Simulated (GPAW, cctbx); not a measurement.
# By hand: from a DFT structure factor to an extinction distance in CuSb2

CuSb2, Fm-3m (no. 225), a = 6.6023 Å, b = 6.6023 Å, c = 6.6023 Å, α = 90.00°, β = 90.00°, γ = 90.00°.

| atom | mult. | x | y | z |
| --- | --- | --- | --- | --- |
| Sb1 | 8 | 1/4 | 1/4 | 3/4 |
| Cu1 | 4 | 0 | 0 | 0 |

The cell comes from substitution in a known structure type and wasn't matched to any measured phase.

A DFT run (GPAW, PBE, 450 eV, 6×6×6 k-points, Fermi–Dirac width 0.1 eV) gives the static X-ray structure factor of 131 as 85.091 e for the conventional cell; superposed free atoms give 85.954 e. **Problem.** Find the Fourier component V of the crystal potential and the two-beam extinction distance at 80 kV in both cases.

## Step 1: Geometry

The cell volume is Ω = 287.80 Å³ and d(131) = 1.9907 Å, so g = 1/d = 0.5023 Å⁻¹.

## Step 2: The nuclei

Electrons feel nuclei as well as electrons, so the nuclear charges are summed with the same phases.

Phase sums Σ exp(2πi h·x), turned so that the total is real and positive: Sb 0.000, Cu +4.000. Then F_Z = 51 × (0.000) + 29 × (+4.000) = 116.00 e. The electron term has the same sign for this reflection.

## Step 3: Mott–Bethe

Poisson's equation, term by term, gives V = (e/4πε₀)(F_Z − F)/(πΩg²), with e/4πε₀ = 14.3996 V Å.

The prefactor is 14.3996 × 1.9907²/(π × 287.80) = 0.06311 V per electron. Free atoms: (116.00 − 85.954) × 0.06311 = 1.896 V. Crystal: (116.00 − 85.091) × 0.06311 = 1.951 V. F changes by -1.00 % and V by +2.9 %: the same 0.86 e is measured against F_Z − F = 30.0 e in place of F = 86.0 e.

## Step 4: Extinction distance

In the two-beam case ξ = 1/(λU) with U = 2γm₀eV/h², that is ξ = 150.41 V Å²/(γλV).

At 80 kV, λ = 0.04176 Å and γ = 1.1566. Free atoms: ξ = 1642 Å. Crystal: ξ = 1597 Å. The thickness fringes go as sin²(πt/ξ), so the two patterns slip by a quarter of a period when t|1/ξ₁ − 1/ξ₀| = 1/4, at t ≈ 1430 nm, thicker than usual samples. Thermal motion, absorption and many-beam coupling, left out here, change a real pattern.

## Step 5: Answer

V(131) is 1.95 V against 1.90 V, and ξ is 1597 against 1642 Å. Limits: static atoms, two beams.
